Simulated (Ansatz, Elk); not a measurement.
## Bonding as seen by X-rays: AlVPt5

Structure refinements treat a crystal as free atoms side by side. For a made-up structure of AlVPt5 (cell and positions from a PBE relaxation) the runs below show what the calculated density changes in F(hkl).

Method: DFT, PBE, all-electron APW+lo, Dirac cores, scalar-relativistic bands, static density, no spin, in Elk 11.2.3 (patched build).

The structure was built from a prototype and need not be the compound's stable phase.

## 1. Set-up

Symmetry: P4/mmm, No. 123, tetragonal system. Conventional cell: a = 3.932 Å, b = 3.932 Å, c = 7.217 Å, α = 90.00°, β = 90.00°, γ = 90.00°. Nearest to Pt lie 4 Al at 2.78 Å and 8 Pt at 2.81 Å. Nearest to Pt lie 2 V at 2.54 Å and 6 Pt at 2.78 to 2.81 Å and 2 Al at 2.81 Å. Nearest to V lie 8 Pt at 2.54 Å. Nearest to Al lie 12 Pt at 2.78 to 2.81 Å. Farther neighbours are not listed.

Structure file:

```cif
data_structure
_symmetry_space_group_name_H-M 'P4/mmm'
_symmetry_Int_Tables_number 123
_cell_length_a 3.9317
_cell_length_b 3.9317
_cell_length_c 7.2167
_cell_angle_alpha 90.000
_cell_angle_beta 90.000
_cell_angle_gamma 90.000
_cell_volume 111.56
loop_
_atom_site_label
_atom_site_type_symbol
_atom_site_symmetry_multiplicity
_atom_site_Wyckoff_symbol
_atom_site_fract_x
_atom_site_fract_y
_atom_site_fract_z
_atom_site_occupancy
Pt1 Pt 1 a 0.00000 0.00000 0.00000 1
Pt2 Pt 4 i 0.50000 0.00000 0.72231 1
V1 V 1 b 0.00000 0.00000 0.50000 1
Al1 Al 1 c 0.50000 0.50000 0.00000 1
```

## 2. Ground state and structure factors

An all-electron density is needed, since X-rays see the cores too. Task 0 finds the density and task 195 Fourier-transforms it; tshift is off so that phases refer to the origin typed.

File elk.in:

```
tasks
  0
  195

xctype
  20

spinpol
  .false.

rgkmax
  7.0

gmaxvr
  14.0

lmaxo
  7

lmaxapw
  8

swidth
  0.002

tshift
  .false.

ramdisk
  .false.

hmaxvr
  5.5

maxscl
  120

epspot
  1e-06

sppath
  './'

avec
  7.42987840162 0.00000000000 0.00000000000
  0.00000000000 7.42987840162 0.00000000000
  0.00000000000 0.00000000000 13.63751249164

atoms
  3
  'Pt.in'
  5
  0.0000000000 0.0000000000 -0.0000000000   0.000000 0.000000 0.000000
  0.5000000000 0.0000000000 0.7223146337   0.000000 0.000000 0.000000
  0.5000000000 0.0000000000 0.2776853663   0.000000 0.000000 0.000000
  -0.0000000000 0.5000000000 0.7223146337   0.000000 0.000000 0.000000
  -0.0000000000 0.5000000000 0.2776853663   0.000000 0.000000 0.000000
  'V.in'
  1
  0.0000000000 0.0000000000 0.5000000000   0.000000 0.000000 0.000000
  'Al.in'
  1
  0.5000000000 0.5000000000 -0.0000000000   0.000000 0.000000 0.000000

ngridk
  6 6 3
```

Command:

```bash
$ OMP_NUM_THREADS=4 elk
```

Numbers of over 12 decimals in the logs are rounded to 6 here.

What it wrote:

```text
┌─────────────────────────┐
│ Elk code version 11.2.3 │
└─────────────────────────┘

All units are atomic (Hartree, Bohr, etc.)

┌─────────────────────────────────────────────────┐
│ Ground-state run starting from atomic densities │
└─────────────────────────────────────────────────┘

Lattice vectors :
   7.429878402       0.000000000       0.000000000
   0.000000000       7.429878402       0.000000000
   0.000000000       0.000000000       13.63751249

Reciprocal lattice vectors :
  0.8456646216       0.000000000       0.000000000
   0.000000000      0.8456646216       0.000000000
   0.000000000       0.000000000      0.4607281065

Unit cell volume      :    752.8328712
Brillouin zone volume :   0.3294890844

Muffin-tin inner radius fraction :   0.1000000000E-01

Nuclei treated as point charges

Species : 1 (Pt)
 parameters loaded from : Pt.in
 name : platinum
 nuclear charge    :   -78.00000000
 electronic charge :    78.00000000
 atomic mass :    355605.4401
 muffin-tin radius :    2.555037746
 number of radial points in muffin-tin :   1393
 inner part over the whole radius :   0.9971851460E-02
 number on inner part of muffin-tin    :    998
 approximate nuclear radius :   0.1029052813E-03
 number of mesh points to nuclear radius :    526
 atomic positions (lattice), magnetic fields (Cartesian) :
  1 :   0.00000000  0.00000000  0.00000000    0.00000000  0.00000000  0.00000000
  2 :   0.50000000  0.00000000 -0.27768537    0.00000000  0.00000000  0.00000000
  3 :   0.50000000  0.00000000  0.27768537    0.00000000  0.00000000  0.00000000
  4 :   0.00000000  0.50000000 -0.27768537    0.00000000  0.00000000  0.00000000
  5 :   0.00000000  0.50000000  0.27768537    0.00000000  0.00000000  0.00000000

Species : 2 (V)
 parameters loaded from : V.in
 name : vanadium
 nuclear charge    :   -23.00000000
 electronic charge :    23.00000000
 atomic mass :    92860.67382
 muffin-tin radius :    2.190032353
 number of radial points in muffin-tin :    993
 inner part over the whole radius :   0.9879930418E-02
 number on inner part of muffin-tin    :    697
 approximate nuclear radius :   0.6897515165E-04
 number of mesh points to nuclear radius :    328
 atomic positions (lattice), magnetic fields (Cartesian) :
  1 :   0.00000000  0.00000000  0.50000000    0.00000000  0.00000000  0.00000000

Species : 3 (Al)
 parameters loaded from : Al.in
 name : aluminium
 nuclear charge    :   -13.00000000
 electronic charge :    13.00000000
 atomic mass :    49184.33496
 muffin-tin radius :    2.200000000
 number of radial points in muffin-tin :    793
 inner part over the whole radius :   0.9821194981E-02
 number on inner part of muffin-tin    :    552
 approximate nuclear radius :   0.5839653600E-04
 number of mesh points to nuclear radius :    244
 atomic positions (lattice), magnetic fields (Cartesian) :
  1 :   0.50000000  0.50000000  0.00000000    0.00000000  0.00000000  0.00000000

Total number of atoms per unit cell :    7
Total muffin-tin volume :    437.9427912
 ratio of muffin-tin to unit cell volume :   0.5817264467

Spin treatment :
 spin-unpolarised

Number of Bravais lattice symmetries :   16
Number of crystal symmetries         :   16
Crystal has inversion symmetry
Real symmetric eigensolver will be used

k-point grid :      6     6     3
k-point offset :    0.000000000       0.000000000       0.000000000
k-point set is reduced with full crystal symmetry group
Total number of k-points :       20

Muffin-tin radius times maximum |G+k| :    7.000000000
 using average radius
Maximum |G+k| for APW functions       :    2.854609315
Maximum (1/2)|G+k|²                   :    4.074397172
Maximum |G| for potential and density :    14.00000000
Constant for pseudocharge density :    9
 order of it for each species :   16  16  16
 order of it for pair densities of each species (exact exchange by exxq0 0: 17) :   11   7   7
Radial integration step length :    1

G-vector grid sizes :     35    35    63
Number of G-vectors :    34881

[...]
correlation                 :     -25.545520307166
 electron entropic           :    -0.24367393406620E-02
 total energy                :     -93426.884712150

Density of states at Fermi energy :    190.3173018
 (states/Hartree/unit cell)

Estimated indirect band gap :   0.5163644907E-03
 from k-point 20 to k-point 15
Estimated direct band gap   :   0.9037596091E-03
 at k-point 15

Charges :
 core                        :    254.0000000
 valence                     :    172.0000000
 interstitial                :    11.34632948
 muffin-tins (core leakage)
  species : 1 (Pt)
[...]
species : 2 (V)
[...]
species : 3 (Al)
[...]
total in muffin-tins        :    414.6536705
 total calculated charge     :    425.9942554
 total charge                :    426.0000000
 error                       :   0.5744570344E-02

RMS change in Kohn-Sham potential (target) :   0.4623108398     (  0.1000000000E-05)
Absolute change in total energy (target)   :   0.7810375515     (  0.1000000000E-03)

[... loops 3 to 19 left out ...]

┌──────────────────┐
│ Loop number : 20 │
└──────────────────┘

Energies :
 Fermi                       :     0.350261
 sum of occupied eigenvalues :     -57347.575521816
 electron kinetic            :      106751.88979849
 core electron kinetic       :      102487.60589587
 Coulomb                     :     -198327.04508534
 Coulomb potential           :     -161678.42710230
 nuclear-nuclear             :     -8616.4705961762
 electron-nuclear            :     -217948.76973361
 Hartree                     :      28238.195244450
 Madelung                    :     -117487.83153419
 xc potential                :     -2421.0382180075
 exchange                    :     -1825.0916122914
 correlation                 :     -25.548885247996
 electron entropic           :    -0.17269673148240E-02
 total energy                :     -93425.797511356

Density of states at Fermi energy :    137.0031014
 (states/Hartree/unit cell)

Estimated indirect band gap :   0.3209682135E-02
 from k-point 9 to k-point 4
Estimated direct band gap   :   0.1353428988E-01
 at k-point 3

Charges :
 core                        :    254.0000000
 valence                     :    172.0000000
 interstitial                :    10.00680683
 muffin-tins (core leakage)
  species : 1 (Pt)
[...]
species : 2 (V)
[...]
species : 3 (Al)
[...]
total in muffin-tins        :    415.9931932
 total calculated charge     :    425.9944499
 total charge                :    426.0000000
 error                       :   0.5550068814E-02

RMS change in Kohn-Sham potential (target) :   0.9276628694E-06 (  0.1000000000E-05)
Absolute change in total energy (target)   :   0.7702734729E-04 (  0.1000000000E-03)

Convergence targets achieved

┌──────────────────┐
│ Loop number : 21 │
└──────────────────┘

Energies :
 Fermi                       :     0.350261
 sum of occupied eigenvalues :     -57347.575540407
 electron kinetic            :      106751.88976081
 core electron kinetic       :      102487.60587847
 Coulomb                     :     -198327.04508243
 Coulomb potential           :     -161678.42718837
 nuclear-nuclear             :     -8616.4705961762
 electron-nuclear            :     -217948.76964050
 Hartree                     :      28238.195154240
 Madelung                    :     -117487.83148825
 xc potential                :     -2421.0381128557
 exchange                    :     -1825.0916127387
 correlation                 :     -25.548885216547
 electron entropic           :    -0.17269695526791E-02
 total energy                :     -93425.797546542

Density of states at Fermi energy :    137.0032878
 (states/Hartree/unit cell)

Estimated indirect band gap :   0.3209682719E-02
 from k-point 9 to k-point 4
Estimated direct band gap   :   0.1353427679E-01
 at k-point 3

Charges :
 core                        :    254.0000000
 valence                     :    172.0000000
 interstitial                :    10.00680640
 muffin-tins (core leakage)
  species : 1 (Pt)
[...]
atom 5                    :    76.74813533     (  0.5663772993E-03)
  species : 2 (V)
   atom 1                    :    21.11039471     ( -0.2157706067E-06)
  species : 3 (Al)
   atom 1                    :    11.11724399     (  0.4572969553E-03)
 total in muffin-tins        :    415.9931936
 total calculated charge     :    425.9944499
 total charge                :    426.0000000
 error                       :   0.5550069388E-02

┌──────────────────────────────┐
│ Self-consistent loop stopped │
└──────────────────────────────┘

Warning : core states of species 1 leak from the muffin-tin :   0.5743722110E-03

Warning : core states of species 3 leak from the muffin-tin :   0.4572969553E-03

Wrote STATE.OUT
```

It took 48 s on 4 threads of AMD EPYC 9B45 (Zen 5), shared host; peak memory 0.38 GiB.

SFACRHO.OUT:

```text

h k l indices transformed by vhmat matrix:
   1.000000000       0.000000000       0.000000000    
   0.000000000       1.000000000       0.000000000    
   0.000000000       0.000000000       1.000000000    

      h      k      l  multipl.   |H|            Re(F)            Im(F)           |F|

      0      0      0      1   0.0000000       426.00000     -0.65394172E-16   426.00000    
      0      0      1      2  0.46072811       13.669219     -0.18572540E-13   13.669219    
      0      1      0      4  0.84566462       81.048974      0.18382634E-13   81.048974    
      0      0      2      2  0.92145621      -166.78949     -0.24448856E-12   166.78949    
      0      1     -1      8  0.96302598       41.587160     -0.94133898E-15   41.587160    
     -1     -1      0      4   1.1959504      -176.15900     -0.30618839E-13   176.15900    
      0     -1     -2      8   1.2506919       75.080609      0.44814007E-13   75.080609    
      1      1     -1      8   1.2816270       104.94089     -0.25143532E-13   104.94089    
      0      0      3      2   1.3821843       188.37864      0.19403471E-12   188.37864    
     -1      1      2      8   1.5097612       328.77717      0.19868937E-12   328.77717    
      0      1      3      8   1.6203648       38.885852      0.17036601E-13   38.885852    
      0     -2      0      4   1.6913292       332.45021      0.32443220E-13   332.45021    
      0      2      1      8   1.7529589       12.089209     -0.10614045E-13   12.089209    
     -1      1     -3      8   1.8277666      -66.317210      0.10838682E-12   66.317210    
      0      0     -4      2   1.8429124       266.90182     -0.32742384E-12   266.90182    
     -1     -2      0      8   1.8909636       65.861961      0.11713800E-13   65.861961    
      0      2      2      8   1.9260520      -141.25244     -0.20396139E-12   141.25244    
     -1      2     -1     16   1.9462820       37.089411     -0.74338982E-15   37.089411
```

Elk indexes on the primitive cell of elk.in and gives |H| = 4π sin θ/λ in inverse bohr. Below, one row stands for each form hkl of the conventional cell (m members, Friedel mates merged), F is for one primitive cell and the density is static (no thermal factor). Free-atom factors are Waasmaier and Kirfel's, and R is Σm||F|−|F'||/Σm|F|.

```csv
hkl,m,sin θ/λ (Å⁻¹),"abs F, DFT",neutral atoms,diff.
001,2,0.069,13.669,13.799,-0.130
100,4,0.127,81.049,81.043,+0.006
002,2,0.139,166.790,167.311,-0.521
101,8,0.145,41.587,41.746,-0.159
110,4,0.180,176.159,176.603,-0.444
102,8,0.188,75.081,75.284,-0.204
111,8,0.193,104.941,105.199,-0.258
003,2,0.208,188.379,188.827,-0.448
112,8,0.227,328.777,330.155,-1.378
103,8,0.244,38.886,38.621,+0.265
200,4,0.254,332.450,333.730,-1.280
201,8,0.264,12.089,12.095,-0.006
113,8,0.275,66.317,66.656,-0.338
004,2,0.277,266.902,268.149,-1.247
```

## 3. The highest occupied states alone

An energy window below the Fermi level keeps the highest occupied states, to see at which angles they scatter; shallow core shells can lie inside it and anion s states outside. No new self-consistency is needed.

Edit elk.in of step 2 so:

```diff
@@ -1,3 +1,2 @@
 tasks
-  0
   195
@@ -40,2 +39,5 @@
 
+wsfac
+  -0.200980 0.650260
+
 sppath
```

Command:

```bash
$ OMP_NUM_THREADS=4 elk
```

What it wrote:

```text
┌─────────────────────────────────┐
│ Elk code version 11.2.3 started │
└─────────────────────────────────┘

Info(readinput): the functional depends on the density's gradient
 muffin-tin radial points multiplied by    2.00000
 (not where nrmtscf is given)

┌────────────────────┐
│ Current task : 195 │
└────────────────────┘
Info(checkmt): changed muffin-tin radius of species 1 (Pt) from   2.8000 to   2.5550
Info(checkmt): changed muffin-tin radius of species 2 (V) from   2.4000 to   2.1900

Info(sfacrho): density structure factors written to SFACRHO.OUT

 Energy window :  -0.2009800000      0.6502600000

┌──────────────────┐
│ Elk code stopped │
└──────────────────┘
```

Wall time 8.2 s (4 threads); peak memory 0.2 GiB; 11 s of CPU time.

States within 15 eV below the Fermi level hold 58.00 electrons; any levels below the window count with the cores. Their amplitudes can exceed the total, where window and core parts have opposite phase:

```csv
hkl,sin θ/λ (Å⁻¹),"abs F, window","abs F, all"
001,0.069,0.734,13.669
100,0.127,8.019,81.049
002,0.139,12.580,166.790
101,0.145,2.480,41.587
110,0.180,10.181,176.159
102,0.188,5.201,75.081
111,0.193,4.721,104.941
003,0.208,7.986,188.379
112,0.227,12.843,328.777
103,0.244,1.321,38.886
```

(Part 1 of 2 ends here.)

[Logs are printed without paths, hosts, clocks, repeated set-up lines and the standing remarks that a program may print on its own settings, such as how far it seeks lower states.]

[Hosts, paths, dates, database ids (printed as entryN), source tags and the programs' standing remarks are cut or masked in the printed files.]
